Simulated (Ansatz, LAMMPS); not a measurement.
# Localised basis functions on liquid 72SiO2-16K2O-12SrO (mol %) at 1500 K (92 atoms)

Aim: test how closely localised support functions follow the reference on liquid 72SiO2-16K2O-12SrO (mol %) at 1500 K (92 atoms), and at what cost. A setting counts as converged where the r.m.s. difference of forces stays under 1 % of the r.m.s. force.

Method: Kohn-Sham DFT, PBE, PAW (set soft_2), plane waves, in Ansatz 0.2.0.

## 1. The system as given

The cell holds 92 atoms: 23 Si, 10 K, 4 Sr and 55 O. Cell: a = 11.292 Å, b = 11.292 Å, c = 11.292 Å, α = 90.0°, β = 90.0°, γ = 90.0°. 92 atoms (23 Si, 10 K, 4 Sr, 55 O) placed at random at 2.62 g/cm³, melted at 4000 K for 10 ps at fixed volume with the Morse and Coulomb pair potential with partial charges (Pedone, Malavasi, Menziani, Cormack and Segre, J. Phys. Chem. B 110, 11780 (2006)). Snapshot at the end of a hold of 10 ps at 1500 K and fixed volume.

Before any run, some limits are plain. The network of bonds at the start is that of the classical potential that made the cell, and needn't be the one that DFT or experiment would give. Sampling is at Γ alone, for a cell whose shortest periodic width is 11 Å.

## 2. How the cell was made

A classical potential makes the cell, at a small fraction of what the same run would cost in DFT.

This step: classical MD, Morse and Coulomb pair potential with partial charges (Pedone, Malavasi, Menziani, Cormack and Segre, J. Phys. Chem. B 110, 11780 (2006)) (LAMMPS 22 Jul 2025 - Update 4).

Input file in.lmp:

```
# melt-quench of Si23K10Sr4O55
units metal
atom_style charge
boundary p p p
region box block 0 11.2919 0 11.2919 0 11.2919
create_box 4 box
mass 1 28.0850   # Si
mass 2 39.0983   # K
mass 3 87.6200   # Sr
mass 4 15.9990   # O
create_atoms 1 random 23 146215 NULL overlap 1.5 maxtry 2000
create_atoms 2 random 10 146222 NULL overlap 1.5 maxtry 2000
create_atoms 3 random 4 146229 NULL overlap 1.5 maxtry 2000
create_atoms 4 random 55 146236 NULL overlap 1.5 maxtry 2000
pair_style hybrid/overlay pedone 5.5 coul/long 8.0
pair_coeff * * coul/long
pair_coeff 1 4 pedone 0.340554 2.006700 2.100000 1   # Si-O
pair_coeff 2 4 pedone 0.011612 2.062605 3.305308 5   # K-O
pair_coeff 3 4 pedone 0.019623 1.886000 3.328330 3   # Sr-O
pair_coeff 4 4 pedone 0.042395 1.379316 3.618701 22   # O-O
set type 1 charge 2.4
set type 2 charge 0.6
set type 3 charge 1.2
set type 4 charge -1.2
kspace_style pppm 1.0e-4
neigh_modify delay 0 every 1 check yes
thermo_style custom step time temp pe press density
thermo_modify norm yes
timestep 0.002
thermo 100
min_style cg
minimize 1e-4 1e-4 200 2000
reset_timestep 0
velocity all create 4000 146216 mom yes dist gaussian
# [... 26 lines left out ...]
thermo 1666
fix md all npt temp 300 300 0.2 iso 0 0 2
run 5000 post no
unfix md
thermo 100
min_style cg
minimize 0 1e-3 2000 20000
write_dump all custom glass.dump id type xs ys zs modify sort id
```

On the command line:

```console
$ lmp -in in.lmp -log none -nocite
```

Output:

```text
LAMMPS (22 Jul 2025 - Update 4)
Created orthogonal box = (0 0 0) to (11.2919 11.2919 11.2919)
Created 23 atoms
Created 10 atoms
Created 4 atoms
Created 55 atoms
PPPM initialization ...
  G vector (1/distance) = 0.37918026
  grid = 12 12 12
  estimated relative force accuracy = 6.1254317e-05
   Step          Time           Temp          PotEng         Press         Density
         0   0              0             -1.9498186      691998.32      2.6149841
        80   0.16           0             -14.271224      7917.0623      2.6149841
Loop time of 0.0857553 s on 1 core for 80 steps with 92 atoms
Minimization stats:
  Stopping criterion = energy tolerance
[... 53 lines left out ...]
     31654   63.308         267.55082     -14.41703       3813.733       2.6388805
     33000   66             270.28005     -14.415855      1383.7132      2.5726575
Loop time of 4.93792 s on 1 core for 5000 steps with 92 atoms
   Step          Time           Temp          PotEng         Press         Density
     33000   66             270.28005     -14.415854      1384.0249      2.5726575
     33013   66.026         270.28005     -14.44992      -1945.2243      2.5726575
Loop time of 0.0560606 s on 1 core for 13 steps with 92 atoms
Minimization stats:
  Stopping criterion = linesearch alpha is zero
  Energy initial, next-to-last, final =
     -14.4158543553221  -14.4499199538545  -14.4499199538545
  Force two-norm initial, final = 11.054219 0.84941243
  Iterations, force evaluations = 13 61
```

The job ended after 25 s (1 thread of Intel Xeon at 2.80GHz (Skylake/Cascade Lake), shared host; peak memory 0.32 GiB).

## 3. Plane-wave single point

This run is the reference for what follows, at a cutoff of 420 eV.

Input file input.yaml:

```yaml
crystal:
  lattice:
    - [11.2919, 0.0, 0.0]
    - [0.0, 11.2919, 0.0]
    - [0.0, 0.0, 11.2919]
  atoms:
    - { symbol: Si, position: [0.86682, 0.06474, 0.92956] }
    - { symbol: Si, position: [0.61863, 0.5154, 0.8635] }
    - { symbol: Si, position: [0.68101, 0.24884, 0.93725] }
    - { symbol: Si, position: [0.38264, 0.36384, 0.72846] }
    - { symbol: Si, position: [0.68264, 0.36166, 0.5076] }
    - { symbol: Si, position: [0.30517, 0.40835, 0.28923] }
    - { symbol: Si, position: [0.16482, 0.58746, 0.14257] }
    - { symbol: Si, position: [0.85781, 0.30037, 0.30164] }
    - { symbol: Si, position: [0.88995, 0.5555, 0.1904] }
    - { symbol: Si, position: [0.80358, 0.51487, 0.68816] }
    - { symbol: Si, position: [0.12186, 0.04431, 0.55857] }
    - { symbol: Si, position: [0.47365, 0.10985, 0.82786] }
    - { symbol: Si, position: [0.12297, 0.79922, 0.5161] }
    - { symbol: Si, position: [0.57459, 0.28638, 0.20386] }
    - { symbol: Si, position: [0.34197, 0.78782, 0.20813] }
    - { symbol: Si, position: [0.45103, 0.49791, 0.51244] }
    - { symbol: Si, position: [0.66658, 0.8457, 0.37564] }
    - { symbol: Si, position: [0.5806, 0.12958, 0.42158] }
    - { symbol: Si, position: [0.51056, 0.76266, 0.95389] }
    - { symbol: Si, position: [0.87514, 0.67649, 0.44711] }
    - { symbol: Si, position: [0.38957, 0.00962, 0.59162] }
    - { symbol: Si, position: [0.4015, 0.76487, 0.4563] }
    - { symbol: Si, position: [0.10218, 0.2773, 0.40964] }
    - { symbol: K, position: [0.03676, 0.33345, 0.74081] }
    - { symbol: K, position: [0.29154, 0.1449, 0.18168] }
    - { symbol: K, position: [0.19212, 0.91695, 0.8661] }
    - { symbol: K, position: [0.59335, 0.80204, 0.65753] }
    - { symbol: K, position: [0.96881, 0.08392, 0.17796] }
    - { symbol: K, position: [0.8895, 0.86468, 0.66423] }
    - { symbol: K, position: [0.92247, 0.42376, 0.96107] }
    - { symbol: K, position: [0.10776, 0.54944, 0.65919] }
    - { symbol: K, position: [0.19362, 0.16975, 0.879] }
    - { symbol: K, position: [0.85892, 0.16372, 0.65342] }
    - { symbol: Sr, position: [0.29131, 0.62374, 0.79226] }
    - { symbol: Sr, position: [0.57706, 0.5753, 0.2083] }
    - { symbol: Sr, position: [0.58246, 0.97259, 0.11166] }
    - { symbol: Sr, position: [0.81407, 0.7695, 0.9933] }
    - { symbol: O, position: [0.7687, 0.80366, 0.44684] }
    - { symbol: O, position: [0.54921, 0.78937, 0.44462] }
    - { symbol: O, position: [0.79566, 0.04083, 0.0466] }
    - { symbol: O, position: [0.36734, 0.44531, 0.40447] }
    - { symbol: O, position: [0.43408, 0.77999, 0.83863] }
    - { symbol: O, position: [0.21175, 0.28925, 0.32423] }
    - { symbol: O, position: [0.55967, 0.18262, 0.28103] }
    - { symbol: O, position: [0.32691, 0.92982, 0.23278] }
    - { symbol: O, position: [0.78885, 0.18174, 0.31127] }
    - { symbol: O, position: [0.61788, 0.26711, 0.07193] }
    - { symbol: O, position: [0.26011, 0.39546, 0.78132] }
    - { symbol: O, position: [0.39832, 0.23898, 0.76275] }
    - { symbol: O, position: [0.99638, 0.26099, 0.32274] }
    - { symbol: O, position: [0.82045, 0.20119, 0.90054] }
    - { symbol: O, position: [0.26163, 0.03449, 0.59048] }
    - { symbol: O, position: [0.40971, 0.63959, 0.53806] }
    - { symbol: O, position: [0.39546, 0.06387, 0.9375] }
    - { symbol: O, position: [0.2217, 0.71294, 0.18343] }
    - { symbol: O, position: [0.614, 0.85324, 0.94737] }
    - { symbol: O, position: [0.02045, 0.56315, 0.15096] }
    - { symbol: O, position: [0.4165, 0.69212, 0.30558] }
    - { symbol: O, position: [0.42672, 0.7798, 0.07948] }
    - { symbol: O, position: [0.48705, 0.45732, 0.79934] }
    - { symbol: O, position: [0.80109, 0.58677, 0.09792] }
    - { symbol: O, position: [0.5866, 0.61172, 0.96226] }
    - { symbol: O, position: [0.08997, 0.9269, 0.48432] }
    - { symbol: O, position: [0.88572, 0.41118, 0.21272] }
    - { symbol: O, position: [0.88199, 0.62856, 0.31521] }
    - { symbol: O, position: [0.66809, 0.39016, 0.23451] }
    - { symbol: O, position: [0.00694, 0.05923, 0.96943] }
    - { symbol: O, position: [0.13374, 0.75761, 0.653] }
    - { symbol: O, position: [0.41206, 0.40442, 0.61201] }
    - { symbol: O, position: [0.66658, 0.82503, 0.2417] }
    - { symbol: O, position: [0.25384, 0.77106, 0.45101] }
    - { symbol: O, position: [0.45908, 0.10967, 0.48478] }
    - { symbol: O, position: [0.5857, 0.16286, 0.86331] }
    - { symbol: O, position: [0.44845, 0.35139, 0.22402] }
    - { symbol: O, position: [0.58651, 0.45973, 0.47506] }
    - { symbol: O, position: [0.10482, 0.39064, 0.49405] }
    - { symbol: O, position: [0.80772, 0.3813, 0.44006] }
    - { symbol: O, position: [0.45388, 0.04309, 0.71767] }
    [... 8 atom lines left out ...]
    - { symbol: O, position: [0.74499, 0.39313, 0.64235] }
    - { symbol: O, position: [0.63442, 0.23988, 0.4904] }
    - { symbol: O, position: [0.804, 0.59912, 0.55978] }
    - { symbol: O, position: [0.68707, 0.38482, 0.91143] }
    - { symbol: O, position: [0.40212, 0.88818, 0.5653] }
    - { symbol: O, position: [0.63712, 0.99494, 0.42194] }
kpoints:
  mp_grid: { grid: [1, 1, 1] }
hamiltonian:
  xc: pbe
scf:
  occupations: { method: fixed }
output:
  forces: true
  stress: true
  populations: true
  dos:
    method: { smearing: { sigma: 0.15 } }
    de: 0.1
    projected: { site_lists: { K: [K], O: [O], Si: [Si], Sr: [Sr] } }
  eigenvalues: true
  write_density: true
  write_potential: true
  volumetric_format: npy
  elf: true
```

On the command line:

```console
$ ansatz run input.yaml --threads 4 --pin off --max-ram 8192MiB --backend cpu --events-out ev --progress --plain --runs-dir out
```

Output:

```text
Engine: ansatz 0.2.0, aarch64-unknown-linux-gnu
Pseudopotentials: kind: paw
Pseudopotential: Si, paw, valence charge 4, recommended cutoff 420 eV (normal), Si.paw.azcp
Pseudopotential: K, paw, valence charge 9, recommended cutoff 420 eV (normal), K.paw.azcp
Pseudopotential: Sr, paw, valence charge 10, recommended cutoff 420 eV (normal), Sr.paw.azcp
Pseudopotential: O, paw, valence charge 6, recommended cutoff 420 eV (normal), O.paw.azcp
[... 5 lines on functional and potentials left out ...]
Crystal: 92 atoms, lattice volume = 1439.796 Å³
Basis set: ecut = 420 eV, 28257 PW (Γ), exchange–correlation on 160×160×160 points (8 copies of the dense FFT grid, shifted against one another)
Bands: 368, of which v1, the nominal top of the filled ones, is band 276 counted from 1 (275 counted from 0)
Symmetry: 1 space group operations
Space group: P1 (ITA 1), of the structure as read, at distance tolerance 1.1e-4 Å
k-points: 1
[... 9 lines on functional and potentials left out ...]
Initial density: superposition of atomic densities (neutral atoms: chi_scale 0, normalization atom), corrected by the library's trained network
Initial wavefunctions: pseudopotential atomic-orbital guess
Functional: x = pbe(κ = 0.804, μ = 0.219515), c = pbe(β = 0.066725)
SCF iter   1: F=—  HF=-75463.470098 eV  |F-HF|=—  |Δ(HF+E_count)|=         —  Δρ=2.89e-3  dr2=2.31e-1  ethr=1.77e-3  ⟨swp⟩=5.0  Hψ=1451  notcnv=0  defer=89
preconditioner: auto → Resta (q_TF=auto, 2.325 Å⁻¹)  ε∞=3.1  [insulator: Δε(μ)=2.094 eV  Ē_g=15.315 eV  n_scr=304 (ndim 8)  ℏωp=22.4 eV  f_vac=0.169  ε∞_Penn≈3.1]
SCF iter   2: F=—  HF=-75463.439602 eV  |F-HF|=—  |Δ(HF+E_count)|=   3.05e-2  Δρ=1.60e-3  dr2=5.78e-2  ethr=4.19e-5  ⟨swp⟩=3.0  Hψ=636  notcnv=0  defer=90
SCF iter   3: F=—  HF=-75463.433706 eV  |F-HF|=—  |Δ(HF+E_count)|=   5.90e-3  Δρ=8.20e-4  dr2=1.87e-2  ethr=1.05e-5  ⟨swp⟩=3.0  Hψ=496  notcnv=0  defer=90
SCF iter   4: F=—  HF=-75463.430809 eV  |F-HF|=—  |Δ(HF+E_count)|=   2.90e-3  Δρ=2.81e-4  dr2=1.52e-3  ethr=3.38e-6  ⟨swp⟩=3.0  Hψ=500  notcnv=0  defer=90
SCF iter   5: F=—  HF=-75463.431051 eV  |F-HF|=—  |Δ(HF+E_count)|=   2.41e-4  Δρ=1.70e-4  dr2=3.89e-4  ethr=2.75e-7  ⟨swp⟩=2.0  Hψ=648  notcnv=0  defer=90
SCF iter   6: F=—  HF=-75463.431097 eV  |F-HF|=—  |Δ(HF+E_count)|=   4.60e-5  Δρ=4.88e-5  dr2=3.88e-5  ethr=7.04e-8  ⟨swp⟩=2.0  Hψ=528  notcnv=0  defer=90
SCF iter   7: F=—  HF=-75463.428624 eV  |F-HF|=—  |Δ(HF+E_count)|=   2.47e-3  Δρ=2.81e-5  dr2=1.11e-5  ethr=7.03e-9  ⟨swp⟩=2.0  Hψ=555  notcnv=0  defer=90
SCF iter   8: F=—  HF=-75463.428629 eV  |F-HF|=—  |Δ(HF+E_count)|=   5.12e-6  Δρ=1.04e-5  dr2=1.79e-6  ethr=2.01e-9  ⟨swp⟩=2.0  Hψ=505  notcnv=0  defer=90
SCF iter   9: F=—  HF=-75463.428631 eV  |F-HF|=—  |Δ(HF+E_count)|=   1.73e-6  Δρ=4.49e-6  dr2=3.28e-7  ethr=3.24e-10  ⟨swp⟩=2.0  Hψ=500  notcnv=0  defer=90
SCF iter  10: F=—  HF=-75463.428631 eV  |F-HF|=—  |Δ(HF+E_count)|=   2.71e-7  Δρ=2.65e-6  dr2=1.02e-7  ethr=1.81e-11  ⟨swp⟩=26.0  Hψ=4073  notcnv=0
SCF iter  11: F=-75463.428631 eV  HF=-75463.428631 eV  |F-HF|=1.46e-8  |Δ(HF+E_count)|=   6.53e-8  Δρ=7.59e-7  dr2=1.14e-8  ethr=1.81e-11  ⟨swp⟩=12.0  Hψ=2709  notcnv=0
SCF 1 converged in 11 iterations: F = -75463.428631 eV  dr2 = 1.14e-8
  greatest PAW one-centre occupation: 0.988 electrons in one spin orbital (limit 2), on the K atom at site 30 (counted from 0), in its partial waves of l = 0
WARN: The input density's exchange-correlation potential varies sharply where the density is thin. Do not read a vacuum level from v_tot or v_xc, or from such a field of the output density. On a cell that repeats whose density bears no net charge and no dipole along the vacuum's axis use v_es (v_loc + v_h of the components); [...]
SCF converged after 11 iterations
Free energy (F): -75463.428631 eV
Harris-Foulkes:  -75463.428631 eV  (|F-HF|=1.46e-8)
Internal energy: -75463.428631 eV  (E = F + TS)
E sigma→0 (E₀):  -75463.428631 eV
Fermi energy:    4.884157 eV
--- Per-component energies (eV) ---
  E_band       = -3034.605493
  E_kinetic    = 14409.939928
  E_local      = -39691.649677  (includes V_loc(G=0)·N_el)
  E_nonlocal   = 4152.941882
  E_hartree    = 14633.552558
  E_xc         = -7439.706285
  E_vxc        = -8639.386713  (∫ρ·V_xc dr)
  E_paw        = -39138.326295  (= ΣΔE_a)
  E_vpaw       = -2533.693842  (= ΣTr[D̂ρ^β])
  E_aug_tail   = 0.139695  (compensation charges beyond the density's cutoff)
  E_ewald      = -22390.320437
  E_smearing   = -0.000000  (= −TS)
  E_closure    = -0.000000  (closes the sum)
  Σ components = -75463.428631   (vs F -75463.428631, Δ=0.00e0)
--- Forces (eV/Å), atoms counted from 1 ---
  atom   1  Si     3.69414447     5.94119958     9.32139953
  atom   2  Si    -3.49177291    -3.77954324    -1.50390954
  atom   3  Si    -0.71465630    -2.58171438     1.91881653
  atom   4  Si    -0.30528092     1.88374955     9.07924968
  atom   5  Si     5.51216250     4.75838429    -0.43299938
  atom   6  Si     0.28717144    -4.46851414     0.00627983
  atom   7  Si    -0.86621067     0.84678864     0.90131266
  atom   8  Si    -1.61672365     2.55609135     3.40711022
  atom   9  Si     0.96273625    -3.89943741     5.25288519
  atom  10  Si    -3.14101846     2.58357651    -2.78421474
  atom  11  Si     3.31293812     0.08815677    -2.29448305
  atom  12  Si    -8.90678470     2.56936466     3.21203240
  atom  13  Si     2.66696766    -4.70316086     0.93030836
  atom  14  Si     2.91842838     7.48750781    -1.86820006
[...]
atom  91  O      2.27822103   -12.96132180    -3.38675858
  atom  92  O      1.35414256    -0.54516117    -0.76185222
  max |Σ_I F_I| component: 3.44e-5 eV/Å
--- Stress (GPa, compression-positive) ---
        6.427998       0.868144       2.409660
        0.868145       7.178510       1.451516
        2.409663       1.451516       9.449797
  P = ⅓ Tr σ = 7.6854 GPa (76.854 kbar)
--- Band table (eV) ---
  k-point 0: bands = ["-30.9956", "-30.5626", "-29.5485", "-29.0747", [... 352 levels ...], "12.3709", "12.4066", "12.4904", "12.5128", "12.5451", "12.5774", "12.6071", "12.6369", "12.6555", "12.7287", "12.7437", "12.7954"]
--- Löwdin populations: 92 sites ---
  site symbol       q [e]
     0     Si      2.4190
     1     Si      2.3318
     2     Si      2.2629
[...]
91      O      6.8158
  spilling = 0.012401 (of n_electrons = 552.000000)
```

Elapsed: 28 s, on 4 threads of Arm Neoverse V2, shared host; peak memory 1.8 GiB; 1.8 min of CPU time.

The program notes that the exchange-correlation potential is rough where the density is thin.

Read from the output:

- free energy: -75463.4286 eV
- free energy per atom: -820.2547 eV/atom
- SCF cycles: 11
- pressure: 7.685 GPa
- r.m.s. force component: 2.96 eV/Å
- longest force: 14.53 eV/Å
- Fermi energy: 4.884 eV
- gap (highest filled to lowest empty level): 1.71 eV
- spilling of the projection: 0.0124

The r.m.s. force component of 3.0 eV/Å sets the scale for the differences below.

## 4. Support functions low

The cell is solved in localised support functions.

This step: Kohn-Sham DFT, PBE, PAW (set soft_2), localised support functions (low) (Ansatz 0.2.0).

input.yaml, the sections that differ from step 3:

```yaml
scf:
  occupations: { method: fixed }
  eigensolver: { kind: { support_functions: { accuracy: low } } }
  max_iter: 150
output:
  forces: true
  eigenvalues: true
# crystal, kpoints, hamiltonian: as in step 3
```

Output:

```text
Warning: scf.eigensolver.kind.support_functions: disabling space-group detection — the functions' gradient is summed over unrotated k-points, so no spatial operation reduces the k-mesh or symmetrises the density; time reversal is kept, so that k and −k are solved as one point where they differ and the mesh holds both, and exact exchange and, on two spinor components, a DFT+U term hold to it where the run has them: [...]
settings of this run that can trade accuracy for cost: scf.eigensolver.kind.support_functions; scf.eigensolver.kind.support_functions.accuracy: low [...]
[...]
Crystal: 92 atoms, lattice volume = 1439.796 Å³
Basis set: ecut = 420 eV, 28257 PW (Γ), exchange–correlation on 180×180×180 points (8 copies of the dense FFT grid, shifted against one another)
Bands: 332, of which v1, the nominal top of the filled ones, is band 276 counted from 1 (275 counted from 0)
Symmetry: 1 space group operations
k-points: 1
[...]
SCF iter   1: F=—  HF=-75450.171187 eV  |F-HF|=—  |Δ(HF+E_count)|=         —  Δρ=9.35e-2  dr2=1.47e2  ethr=1.00e-1
[...]
SCF iter  12: F=—  HF=-75463.797634 eV  |F-HF|=—  |Δ(HF+E_count)|=   2.34e-3  Δρ=5.11e-5  dr2=7.26e-5  ethr=3.90e-8  κ⁻¹=6.6e-5(r=7)
SCF iter  13: F=-75463.799495 eV  HF=-75463.799500 eV  |F-HF|=5.03e-6  |Δ(HF+E_count)|=   1.87e-3  Δρ=3.11e-5  dr2=1.57e-5  ethr=1.32e-8
SCF 1 converged in 13 iterations: F = -75463.823286 eV  dr2 = 1.57e-5
[...]
SCF converged after 13 iterations
Stability not checked: this state was not tested for a lower state beside it, because the mixer in use, unlike msr1, does not test its closes by its own steps (another_mixer; see scf.mixing.algorithm and scf.lower_state_search)
Free energy (F): -75463.823286 eV
[...]
Internal energy: -75463.823286 eV  (E = F + TS)
E sigma→0 (E₀):  -75463.823286 eV
Fermi energy:    4.883554 eV
[...]
Σ components = -75463.823286   (vs F -75463.823286, Δ=0.00e0)
--- Forces (eV/Å), atoms counted from 1 ---
  atom   1  Si     3.69425715     5.93900448     9.32020755
  atom   2  Si    -3.49153796    -3.77920943    -1.50383928
  atom   3  Si    -0.71440148    -2.58151918     1.91948296
  atom   4  Si    -0.30476941     1.88445308     9.07838181
[...]
atom  92  O      1.35448817    -0.54587142    -0.76175251
  max |Σ_I F_I| component: 2.45e-3 eV/Å
--- Band table (eV) ---
[...]
```

Wall time 2.9 min (4 threads); peak memory 4.9 GiB.

The program notes that the band table was not solved further than the SCF left it and it switched symmetry off.

Keys that differ from the reference: support_functions.accuracy = "low" and scf.max_iter = 150.

Forces differ from the reference by 0.77 meV/Å r.m.s., 0.026 % of their size, well within a tolerance of 1 %; the energy by -4.3 meV/atom. It took roughly 6.2 times the reference's time (one timing each, with unlike analyses asked), in 13 cycles against 11.

(Continued in part 2 of 2.)

[Long decimals in the printed logs are rounded to 6 places.]

[Logs are printed without paths, hosts, clocks, repeated set-up lines and the standing remarks that a program may print on its own settings, such as how far it seeks lower states.]

[Hosts, paths, dates, database ids (printed as entryN), source tags and the programs' standing remarks are cut or masked in the printed files.]
